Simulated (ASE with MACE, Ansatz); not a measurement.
# Which site? W in place of Co in (10-13) twin boundary in hcp Co with 11 % W, 0 of 8 solute atoms at the boundaries (70 atoms), part 3 of 3

At which site of (10-13) twin boundary in hcp Co with 11 % W, 0 of 8 solute atoms at the boundaries (70 atoms) does W in place of Co cost least, and what about the site decides it?

Ansatz 0.2.0; Kohn-Sham DFT, PBE, PAW (set soft_2), plane waves.

The cell: 62 Co and 8 W. The cell is under 6 Å thick along one periodic direction. Spin–orbit coupling is left out.

So far. Step 2 (Single point at the start): The r.m.s. force at the start is 0.14 eV/Å. Step 3 (Relaxation): The relaxation converged after 12 steps, 0.924 eV below its start, with a largest force component of 0.031 eV/Å.

## Step 5: W on a site of Co, site Co38

The site has 10 bonded neighbours (Co10) at 2.51 Å on average, in the lower grain. The change is made in the relaxed cell and the atoms are relaxed again, with spin allowed.

input.yaml reads:

```yaml
crystal:
  lattice:
    - [8.59978, 0.0, 0.0]
    - [-2.22036, 4.53095, 0.0]
    - [0.0, 0.0, 20.79892]
  atoms:
    [... atom lines 1 to 34 left out ...]
    - { symbol: Co, position: [0.16135, 0.34184, 0.55611], spin: 1.7 }
    - { symbol: Co, position: [0.22197, 0.90378, 0.9995], spin: 1.7 }
    - { symbol: Co, position: [0.94765, 0.92296, 0.04325], spin: 1.7 }
    - { symbol: W, position: [0.48394, 0.9053, 0.0512], spin: 1.7 }
    - { symbol: Co, position: [0.20838, 0.66052, 0.10162], spin: 1.7 }
    - { symbol: Co, position: [0.70356, 0.82153, 0.10733], spin: 1.7 }
    - { symbol: Co, position: [0.42585, 0.58509, 0.15919], spin: 1.7 }
    [... atom lines 42 to 70 left out ...]
magnetization:
  spin_polarized: true
kpoints:
  mp_grid: { grid: [2, 4, 1] }
hamiltonian:
  xc: pbe
scf:
  occupations: { method: fermi_dirac, width: 0.1 }
  lower_state_search: "off"
output:
  forces: true
  eigenvalues: true
relax:
  f_tol: 0.05
  max_steps: 90
```

On the command line:

```
$ ansatz run input.yaml --threads 6 --pin off --max-ram 102400MiB --backend cuda --events-out ev --progress --plain --runs-dir out
```

Numbers of over 12 decimals in the logs are rounded to 6 here.

The log of the run:

```text
[...]
GPU FFT provider: cuFFT
GPU libraries: cuBLAS 13.8.2, cuFFT 12.4.0, cuSOLVER 12.3.4
Crystal: 70 atoms, lattice volume = 810.434 Å³
Basis set: ecut = 420 eV, 15875 PW (Γ), exchange–correlation on 120×72×288 points (8 copies of the dense FFT grid, shifted against one another)
Bands: 762, of which v1, the nominal top of the filled ones, is band 582 counted from 1 (581 counted from 0)
Symmetry: 1 space group operations
[...]
k-points: 6 of 8 (time reversal used)
[...]
Starting moments: Σ|m| = 105.4 μB on 62 of 70 sites
[...]
GPU buffer pool allocated for 311040 grid points (all kernels)
[...]
SCF iter   1: F=—  HF=-406200.476226 eV  |F-HF|=—  |Δ(HF+E_count)|=         —  Δρ=1.29e-1 (↑7.20e-2 ↓1.29e-1)  dr2=1.03e3  dr2_m=1.92e1  M=66.722 μB ∫|m|=73.120 μB  β_m=0.30  ethr=3.10e-3  ⟨swp⟩=4.0  Hψ=26633  notcnv=0  defer=724
[...]
SCF iter  31: F=-406150.466125 eV  HF=-406150.466144 eV  |F-HF|=1.89e-5  |Δ(HF+E_count)|=   2.73e-7  Δρ=5.23e-5 (↑3.97e-5 ↓5.23e-5)  dr2=2.73e-5  dr2_m=1.12e-5  M=75.727 μB ∫|m|=87.815 μB  ethr=5.37e-9  ⟨swp⟩=8.2  Hψ=32629  notcnv=0
SCF 1 converged in 31 iterations: F = -406150.466125 eV  dr2 = 2.73e-5
[...]
relax step   1: F+E_penalty+E_count = -406150.46612522 eV  Δ(F+E_penalty+E_count) = +0.000e0 eV  max|allowed force component| = 7.276e-1 eV/Å  Δτ_max = 0.0000 Å  (31 SCF iters, dr2 threshold 6.25e-5 eV, accepted)
[...]
relax step   2: F+E_penalty+E_count = -406150.56143140 eV  Δ(F+E_penalty+E_count) = -9.531e-2 eV  max|allowed force component| = 3.780e-1 eV/Å  Δτ_max = 0.0432 Å  (15 SCF iters, dr2 threshold 3.31e-5 eV, accepted)
[...]
relax step   3: F+E_penalty+E_count = -406150.60611961 eV  Δ(F+E_penalty+E_count) = -4.469e-2 eV  max|allowed force component| = 7.622e-2 eV/Å  Δτ_max = 0.0594 Å  (19 SCF iters, dr2 threshold 8.93e-6 eV, accepted)
[...]
relax step   4: F+E_penalty+E_count = -406150.63607669 eV  Δ(F+E_penalty+E_count) = -2.996e-2 eV  max|allowed force component| = 1.154e-1 eV/Å  Δτ_max = 0.1229 Å  (31 SCF iters, accepted)
[...]
relax step   5: F+E_penalty+E_count = -406150.61315177 eV  Δ(F+E_penalty+E_count) = +2.292e-2 eV  max|allowed force component| = 2.428e-1 eV/Å  Δτ_max = 0.1951 Å  (34 SCF iters, rejected (line search))
[...]
relax step   6: F+E_penalty+E_count = -406150.65336589 eV  Δ(F+E_penalty+E_count) = -1.729e-2 eV  max|allowed force component| = 6.026e-2 eV/Å  Δτ_max = 0.0753 Å  (32 SCF iters, accepted)
[...]
relax step   7: F+E_penalty+E_count = -406150.65726260 eV  Δ(F+E_penalty+E_count) = -3.897e-3 eV  max|allowed force component| = 4.322e-2 eV/Å  Δτ_max = 0.0479 Å  (27 SCF iters, accepted)
SCF converged after 27 iterations
Magnetization: 74.8905 μB (618.9452 up, 544.0548 down)
Absolute magnetization: 87.0862 μB (∫|ρ↑−ρ↓|, with the PAW one-centre terms)
[...]
Per-site moments (μB) at R_I (Å): [(1.538275, 1.017751), (1.585080, 0.973393), (1.145831, 0.966476), (1.270091, 0.966476), (0.826891, 0.973908), [...]
Free energy (F): -406150.657263 eV
[...]
Internal energy: -406148.124083 eV  (E = F + TS)
E sigma→0 (E₀):  -406149.390673 eV
Entropy (-TS):   -2.533180 eV (-36.188 meV/atom)
Fermi energy:    19.162453 eV
[...]
--- Forces (eV/Å), atoms counted from 1 ---
  atom   1  Co    -0.01971640    -0.00544668     0.00334535
  atom   2  Co     0.00105002     0.00244403    -0.01266693
  atom   3  Co    -0.00784293     0.01066126    -0.01022847
  atom   4  Co     0.02049153     0.00088456    -0.00448575
  atom   5  Co    -0.01273851    -0.00405871    -0.01399432
  atom   6  Co    -0.00900835    -0.00122628    -0.01162412
  atom   7  W      0.03073506     0.00942030    -0.00029863
  atom   8  Co     0.00719788     0.00983128     0.00040538
  atom   9  Co    -0.00699989    -0.00422535    -0.00121643
  atom  10  Co    -0.01159955     0.00070388    -0.00319538
  atom  11  W     -0.01454703     0.00835351     0.01196955
  atom  12  Co    -0.00706282    -0.00359485    -0.00818198
  atom  13  W      0.00096472     0.00140556    -0.00149296
  atom  14  Co     0.00105642    -0.00168991    -0.00156041
[...]
atom  69  Co     0.00143430     0.00044269     0.00140838
  atom  70  Co    -0.01030245     0.00477800     0.00367233
  max |Σ_I F_I| component: 2.70e-5 eV/Å
--- Band table (eV; the first three rows and the last of 12) ---
[...]
--- Relaxed structure (7 steps of the walk, 6 accepted, 0 SCFs on fresh bases) ---
  F+E_penalty+E_count = -406150.65726260 eV   max|allowed force component| = 4.322e-2 eV/Å
  atoms:
    - { symbol: Co, position: [0.225770, 0.409363, 0.999403] }
    - { symbol: Co, position: [0.951909, 0.454114, 0.042745] }
    - { symbol: Co, position: [0.484223, 0.356324, 0.054651] }
    - { symbol: Co, position: [0.208953, 0.152767, 0.102017] }
[...]
- { symbol: Co, position: [0.158901, 0.862176, 0.556341] }
```

Run time: 82 s. Hardware: 1 × NVIDIA H100 80GB HBM3 with 6 threads of AMD EPYC 7R13 (Zen 3), shared host; peak memory 2.4 GiB.

That memory is the host's; the program planned 33.2 GiB on the GPU.

The program notes that starting moments were not kept.

The relaxation converged after 7 steps, 0.191 eV below its start, with a largest force component of 0.043 eV/Å.

Local excerpt of 11 atoms (numbers count through the whole input) about the W atom, after relaxation; x, y, z are measured from there.

```csv
atom,x,y,z,distance (Å),bonds,moment (μB)
W38,0.00,0.00,0.00,0.00,10,-0.23
Co56,-0.31,-0.15,-2.31,2.33,10,1.07
Co40,2.00,-0.46,1.36,2.46,10,0.84
Co5,0.87,1.86,1.36,2.47,10,0.83
Co39,-1.98,-0.99,1.13,2.49,11,1.05
Co3,-1.23,2.20,0.16,2.53,10,1.15
Co3,0.99,-2.33,0.16,2.54,10,1.15
Co1,-1.35,-2.09,-0.98,2.68,13,1.54
Co36,-2.48,0.19,-0.98,2.68,13,1.54
Co6,-1.08,0.88,2.35,2.73,12,1.10
Co41,0.04,-1.40,2.36,2.75,12,1.11
```

The column of bonds counts only the pairs Co-Co within 3.02 Å, Co-W within 3.02 Å, W-W within 3.02 Å; other neighbours, such as metal atoms beside each other in a compound, aren't counted, and periodic images can show an atom twice.

The largest move is 0.31 Å, by Co40.

## Step 6: W on a site of Co, site Co45

The site has 12 bonded neighbours (Co9W3) at 2.54 Å on average, in the lower grain. 

Input and log are left out; they have the form of those shown for this kind of step.

It took 53 s on 1 × NVIDIA H100 80GB HBM3 with 6 threads of AMD EPYC 7R13 (Zen 3), shared host; peak memory 2.4 GiB.

That memory is the host's; the program planned 33.2 GiB on the GPU.

The relaxation converged after 5 steps, 0.509 eV below its start, with a largest force component of 0.046 eV/Å.

The surroundings of the W atom, after relaxation, nearest first, numbered as they follow in the input and with coordinates relative to it.

```csv
atom,x,y,z,distance (Å),bonds,moment (μB)
W45,0.00,0.00,0.00,0.00,12,-0.08
Co10,1.09,-2.22,-0.06,2.48,12,0.53
Co48,-0.96,-1.80,1.41,2.49,12,0.28
Co47,2.20,-0.30,1.15,2.50,12,1.10
Co9,2.03,1.07,-1.04,2.52,12,0.72
Co12,1.04,2.00,1.14,2.53,12,1.10
Co8,-1.12,-1.90,-1.26,2.54,12,0.68
Co10,-1.13,2.31,-0.06,2.57,12,0.53
Co43,-2.23,0.38,-1.27,2.60,12,0.48
W13,-2.06,0.53,1.58,2.65,12,-0.12
Co50,0.15,0.12,2.66,2.67,12,1.31
W42,0.94,-0.87,-2.46,2.77,13,-0.15
W7,-0.21,1.38,-2.42,2.79,13,-0.14
```

The column of bonds counts only the pairs Co-Co within 3.08 Å, Co-W within 3.08 Å, W-W within 3.08 Å; other neighbours, such as metal atoms beside each other in a compound, aren't counted, and periodic images can show an atom twice.

The largest move is 0.18 Å, by W13.

## Step 7: W on a site of Co, site Co23

The site has 11 bonded neighbours (Co10W) at 2.51 Å on average, in the upper grain. 

Input and log are left out; they have the form of those shown for this kind of step.

Wall time 61 s (1 × NVIDIA H100 80GB HBM3 with 6 threads of AMD EPYC 7R13 (Zen 3), shared host); peak memory 2.4 GiB; 3.8 min of CPU time.

That memory is the host's; the program planned 33.2 GiB on the GPU.

The relaxation converged after 6 steps, 0.294 eV below its start, with a largest force component of 0.018 eV/Å.

## Step 8: W on a site of Co, site Co32

The site has 12 bonded neighbours (Co11W) at 2.50 Å on average, in the upper grain. 

Input and log are left out; they have the form of those shown for this kind of step.

It took 55 s on 1 × NVIDIA H100 80GB HBM3 with 6 threads of AMD EPYC 7R13 (Zen 3), shared host; peak memory 2.4 GiB; 3.4 min of CPU time.

That memory is the host's; the program planned 33.2 GiB on the GPU.

The relaxation converged after 5 steps, 0.340 eV below its start, with a largest force component of 0.031 eV/Å.

## Step 9: W on a site of Co, site Co41

The site has 12 bonded neighbours (Co11W) at 2.51 Å on average, in the lower grain. 

Input and log are left out; they have the form of those shown for this kind of step.

The job ended after 69 s (1 × NVIDIA H100 80GB HBM3 with 6 threads of AMD EPYC 7R13 (Zen 3), shared host; peak memory 2.4 GiB).

That memory is the host's; the program planned 33.2 GiB on the GPU.

The relaxation converged after 6 steps, 0.404 eV below its start, with a largest force component of 0.019 eV/Å.

## Step 10: W on a site of Co, site Co3

The site has 10 bonded neighbours (Co10) at 2.50 Å on average, in the lower grain. 

input.yaml, the sections that differ from step 5:

```yaml
crystal:
  lattice:
    - [8.59978, 0.0, 0.0]
    - [-2.22036, 4.53095, 0.0]
    - [0.0, 0.0, 20.79892]
  atoms:
    - { symbol: Co, position: [0.22225, 0.40385, 0.9996], spin: 1.7 }
    - { symbol: Co, position: [0.94623, 0.41892, 0.04358], spin: 1.7 }
    - { symbol: W, position: [0.48307, 0.40377, 0.05138], spin: 1.7 }
    - { symbol: Co, position: [0.20844, 0.16319, 0.10189], spin: 1.7 }
    - { symbol: Co, position: [0.70279, 0.32195, 0.10812], spin: 1.7 }
    - { symbol: Co, position: [0.42535, 0.08393, 0.15902], spin: 1.7 }
    [... atom lines 7 to 70 left out ...]
# magnetization, kpoints, hamiltonian, scf, output, relax: as in step 5
```

The log of the run:

```text
[...]
GPU FFT provider: cuFFT
GPU libraries: cuBLAS 13.8.2, cuFFT 12.4.0, cuSOLVER 12.3.4
Crystal: 70 atoms, lattice volume = 810.434 Å³
Basis set: ecut = 420 eV, 15875 PW (Γ), exchange–correlation on 120×72×288 points (8 copies of the dense FFT grid, shifted against one another)
Bands: 762, of which v1, the nominal top of the filled ones, is band 582 counted from 1 (581 counted from 0)
Symmetry: 1 space group operations
[...]
k-points: 6 of 8 (time reversal used)
[...]
Starting moments: Σ|m| = 105.4 μB on 62 of 70 sites
[...]
GPU buffer pool allocated for 311040 grid points (all kernels)
[...]
SCF iter   1: F=—  HF=-406200.466135 eV  |F-HF|=—  |Δ(HF+E_count)|=         —  Δρ=1.29e-1 (↑7.20e-2 ↓1.29e-1)  dr2=1.03e3  dr2_m=1.91e1  M=66.695 μB ∫|m|=73.117 μB  β_m=0.30  ethr=3.10e-3  ⟨swp⟩=4.0  Hψ=26618  notcnv=0  defer=720
[...]
SCF iter   3: F=—  HF=-406167.039134 eV  |F-HF|=—  |Δ(HF+E_count)|=    1.19e0  Δρ=1.40e-1 (↑9.13e-2 ↓1.40e-1)  dr2=7.52e2  dr2_m=1.17e1  M=68.462 μB ∫|m|=76.426 μB  β_m=0.30  ethr=3.10e-3  ⟨swp⟩=3.0  Hψ=18742  notcnv=0  defer=1164
[...]
SCF iter   8: F=—  HF=-406150.317286 eV  |F-HF|=—  |Δ(HF+E_count)|=   3.66e-3  Δρ=1.51e-2 (↑1.51e-2 ↓1.13e-2)  dr2=4.28e0  dr2_m=9.59e-1  M=74.911 μB ∫|m|=85.645 μB  β_m=0.30  ethr=4.02e-4  ⟨swp⟩=2.1  Hψ=9665  notcnv=0  defer=1125
[...]
SCF iter  10: F=—  HF=-406151.018605 eV  |F-HF|=—  |Δ(HF+E_count)|=   6.04e-1  Δρ=3.48e-2 (↑1.85e-2 ↓3.48e-2)  dr2=2.66e1  dr2_m=1.11e0  M=75.087 μB ∫|m|=86.379 μB  β_m=0.04  ethr=3.68e-4  ⟨swp⟩=2.3  Hψ=16462  notcnv=0  defer=1124  recentre
[...]
SCF iter  30: F=—  HF=-406150.496087 eV  |F-HF|=—  |Δ(HF+E_count)|=   4.53e-7  Δρ=6.98e-5 (↑4.69e-5 ↓6.98e-5)  dr2=8.33e-5  dr2_m=7.48e-6  M=75.837 μB ∫|m|=87.919 μB  β_m=0.30  ethr=9.13e-9  ⟨swp⟩=1.0  Hψ=8023  notcnv=0  defer=1121
SCF iter  31: F=-406150.496055 eV  HF=-406150.496085 eV  |F-HF|=2.97e-5  |Δ(HF+E_count)|=   1.66e-6  Δρ=5.18e-5 (↑2.90e-5 ↓5.18e-5)  dr2=3.43e-5  dr2_m=6.71e-6  M=75.838 μB ∫|m|=87.920 μB  ethr=5.37e-9  ⟨swp⟩=8.9  Hψ=32637  notcnv=0
SCF 1 converged in 31 iterations: F = -406150.496055 eV  dr2 = 3.43e-5
[...]
relax step   1: F+E_penalty+E_count = -406150.49605525 eV  Δ(F+E_penalty+E_count) = +0.000e0 eV  max|allowed force component| = 7.297e-1 eV/Å  Δτ_max = 0.0000 Å  (31 SCF iters, dr2 threshold 6.25e-5 eV, accepted)
[...]
relax step   2: F+E_penalty+E_count = -406150.59243023 eV  Δ(F+E_penalty+E_count) = -9.637e-2 eV  max|allowed force component| = 3.773e-1 eV/Å  Δτ_max = 0.0429 Å  (15 SCF iters, dr2 threshold 3.33e-5 eV, accepted)
[...]
relax step   3: F+E_penalty+E_count = -406150.63591440 eV  Δ(F+E_penalty+E_count) = -4.348e-2 eV  max|allowed force component| = 7.285e-2 eV/Å  Δτ_max = 0.0574 Å  (21 SCF iters, dr2 threshold 8.90e-6 eV, accepted)
[...]
relax step   4: F+E_penalty+E_count = -406150.66592320 eV  Δ(F+E_penalty+E_count) = -3.001e-2 eV  max|allowed force component| = 9.999e-2 eV/Å  Δτ_max = 0.1433 Å  (33 SCF iters, accepted)
[...]
relax step   5: F+E_penalty+E_count = -406150.66012801 eV  Δ(F+E_penalty+E_count) = +5.795e-3 eV  max|allowed force component| = 2.238e-1 eV/Å  Δτ_max = 0.1551 Å  (31 SCF iters, rejected (line search))
[...]
relax step   6: F+E_penalty+E_count = -406150.68062447 eV  Δ(F+E_penalty+E_count) = -1.470e-2 eV  max|allowed force component| = 4.583e-2 eV/Å  Δτ_max = 0.0646 Å  (27 SCF iters, accepted)
SCF converged after 27 iterations
Magnetization: 75.1574 μB (619.0787 up, 543.9213 down)
Absolute magnetization: 87.3061 μB (∫|ρ↑−ρ↓|, with the PAW one-centre terms)
[...]
Per-site moments (μB) at R_I (Å): [(1.538752, 1.014159), (1.636538, 0.969774), (-0.233394, 0.967743), (1.044253, 0.974061), (0.827969, 0.969774), [...]
Free energy (F): -406150.680624 eV
[...]
Internal energy: -406148.152782 eV  (E = F + TS)
E sigma→0 (E₀):  -406149.416703 eV
Entropy (-TS):   -2.527843 eV (-36.112 meV/atom)
Fermi energy:    19.164202 eV
[...]
Σ components = -406150.680624   (vs F -406150.680624, Δ=0.00e0)
--- Forces (eV/Å), atoms counted from 1 ---
  atom   1  Co     0.01510196     0.00912301    -0.00565999
  atom   2  Co    -0.00720927     0.00180482     0.01729211
  atom   3  W     -0.01001507    -0.02058162     0.02344636
  atom   4  Co    -0.00154527    -0.01913840     0.02156494
[...]
atom  70  Co    -0.00585666     0.00621277    -0.01161687
  max |Σ_I F_I| component: 3.25e-5 eV/Å
--- Band table (eV; the first three rows and the last of 12) ---
[...]
--- Relaxed structure (6 steps of the walk, 5 accepted, 0 SCFs on fresh bases) ---
  F+E_penalty+E_count = -406150.68062447 eV   max|allowed force component| = 4.583e-2 eV/Å
  atoms:
    - { symbol: Co, position: [0.223890, 0.411244, 0.999487] }
    - { symbol: Co, position: [0.947131, 0.446500, 0.042474] }
    - { symbol: W, position: [0.500152, 0.375611, 0.047438] }
    - { symbol: Co, position: [0.213817, 0.157023, 0.101359] }
[...]
- { symbol: Co, position: [0.158894, 0.860196, 0.556425] }
```

Wall time 76 s (1 × NVIDIA H100 80GB HBM3 with 6 threads); peak memory 2.4 GiB.

That memory is the host's; the program planned 33.2 GiB on the GPU.

The relaxation converged after 6 steps, 0.185 eV below its start, with a largest force component of 0.046 eV/Å.

## Step 11: W on a site of Co, site Co63

The site has 12 bonded neighbours (Co9W3) at 2.53 Å on average, in the upper grain. 

Input and log are left out; they have the form of those shown for this kind of step.

Run time: 53 s. Hardware: 1 × NVIDIA H100 80GB HBM3 with 6 threads of AMD EPYC 7R13 (Zen 3), shared host; peak memory 2.4 GiB.

That memory is the host's; the program planned 33.2 GiB on the GPU.

The relaxation converged after 4 steps, 0.315 eV below its start, with a largest force component of 0.033 eV/Å.

## Step 12: W on a site of Co, site Co16

The site has 12 bonded neighbours (Co11W) at 2.52 Å on average, in the lower grain. 

Input and log are left out; they have the form of those shown for this kind of step.

Wall time 67 s (1 × NVIDIA H100 80GB HBM3 with 6 threads of AMD EPYC 7R13 (Zen 3), shared host); peak memory 2.4 GiB; 4.3 min of CPU time.

That memory is the host's; the program planned 33.2 GiB on the GPU.

The relaxation converged after 5 steps, 0.275 eV below its start, with a largest force component of 0.049 eV/Å.

A closer look about the W atom, after relaxation: 13 atoms, nearest first, numbered in the order of the input, with positions taken from that point.

| atom | x | y | z | distance (Å) | bonds | moment (μB) |
| --- | --- | --- | --- | --- | --- | --- |
| W16 | 0.00 | 0.00 | 0.00 | 0.00 | 12 | -0.23 |
| Co51 | -1.10 | 2.23 | -0.05 | 2.49 | 12 | 1.04 |
| Co19 | -2.15 | 0.31 | 1.26 | 2.51 | 12 | 1.37 |
| Co34 | 0.01 | -0.09 | 2.51 | 2.51 | 12 | 1.44 |
| Co54 | -1.00 | -1.99 | 1.24 | 2.55 | 12 | 1.41 |
| Co15 | 2.14 | 1.01 | -0.95 | 2.55 | 12 | 1.11 |
| Co14 | -2.22 | 0.28 | -1.22 | 2.55 | 12 | 0.88 |
| Co51 | 1.12 | -2.30 | -0.05 | 2.56 | 12 | 1.04 |
| Co48 | -0.04 | 1.31 | -2.21 | 2.57 | 12 | 0.26 |
| Co53 | 1.17 | 1.94 | 1.24 | 2.58 | 12 | 1.59 |
| Co49 | -1.11 | -2.01 | -1.22 | 2.60 | 12 | 0.84 |
| Co18 | 2.29 | -0.38 | 1.21 | 2.61 | 12 | 1.59 |
| W13 | 1.24 | -0.92 | -2.24 | 2.73 | 12 | -0.11 |

The column of bonds counts only the pairs Co-Co within 3.02 Å, Co-W within 3.02 Å, W-W within 3.02 Å; other neighbours, such as metal atoms beside each other in a compound, aren't counted, and periodic images can show an atom twice.

The largest move is 0.17 Å, by W13.

## Step 13: W on a site of Co, site Co50

The site has 12 bonded neighbours (Co11W) at 2.51 Å on average, in the lower grain. 

Input and log are left out; they have the form of those shown for this kind of step.

Elapsed: 66 s, on 1 × NVIDIA H100 80GB HBM3 with 6 threads of AMD EPYC 7R13 (Zen 3), shared host; peak memory 2.4 GiB; 3.8 min of CPU time.

That memory is the host's; the program planned 33.2 GiB on the GPU.

The relaxation converged after 5 steps, 0.290 eV below its start, with a largest force component of 0.033 eV/Å.

## Step 14: The sites compared

All these cells hold the same atoms, so their energies can be compared with no chemical potential.

```csv
site,neighbours,mean distance (Å),atoms within 6 Å,region,distance to the other part (Å; 6 means 6 or more),energy over the best site (eV),before relaxation (eV),gain on relaxing (eV),moment (μB)
Co41,Co11W,2.51,73,lower grain,4.6,0.00,0.12,0.40,77.0
Co16,Co11W,2.52,75,lower grain,2.5,0.10,0.09,0.28,75.9
Co3,Co10,2.50,71,lower grain,2.3,0.10,0.00,0.18,75.2
Co38,Co10,2.51,72,lower grain,2.3,0.12,0.03,0.19,74.9
Co23,Co10W,2.51,72,upper grain,3.6,0.27,0.28,0.29,76.2
Co50,Co11W,2.51,76,lower grain,3.9,0.43,0.43,0.29,76.3
Co32,Co11W,2.50,77,upper grain,2.4,0.44,0.49,0.34,76.6
Co45,Co9W3,2.54,72,lower grain,6.0,0.45,0.67,0.51,77.1
Co63,Co9W3,2.53,75,upper grain,4.9,0.54,0.57,0.32,78.2
```

Neighbours are those of the relaxed host within 2.98 Å (Co-Co), 2.98 Å (Co-W); other pairs aren't counted.

## Step 15: Outcome

The cheapest site is Co41 (12 neighbours, Co11W, in the lower grain); the dearest, Co63 (12 neighbours, Co9W3, in the upper grain), costs 0.54 eV more. Over 9 sites the energy shows no clear trend with the distance to the other part. Sites with the same first shell differ by up to 0.43 eV, from their geometry, farther neighbours or both. Relaxation changes the order: the best site before relaxing was Co3.

Caveats: Defects are neutral and interact with their images. In the spin-polarised runs the search for a state of lower energy was switched off. Only 9 of the 62 Co sites were tried; unless symmetry makes the others alike to these, a cheaper one may exist. Sites that ended on different moments differ in electronic state too. The run was spin polarised, started with 62 parallel moments, ending at 81.1 μB in the cell; that starting order needn't be the real material's, and it bears on forces, charges and levels. The host structure and its lattice constant were typed by rule, without a check against the phase diagram.

The DFT runs together took 12 min of wall time.

[Logs are printed without paths, hosts, clocks, repeated set-up lines and the standing remarks that a program may print on its own settings, such as how far it seeks lower states.]

[Hosts, paths, dates, database ids (printed as entryN), source tags and the programs' standing remarks are cut or masked in the printed files.]
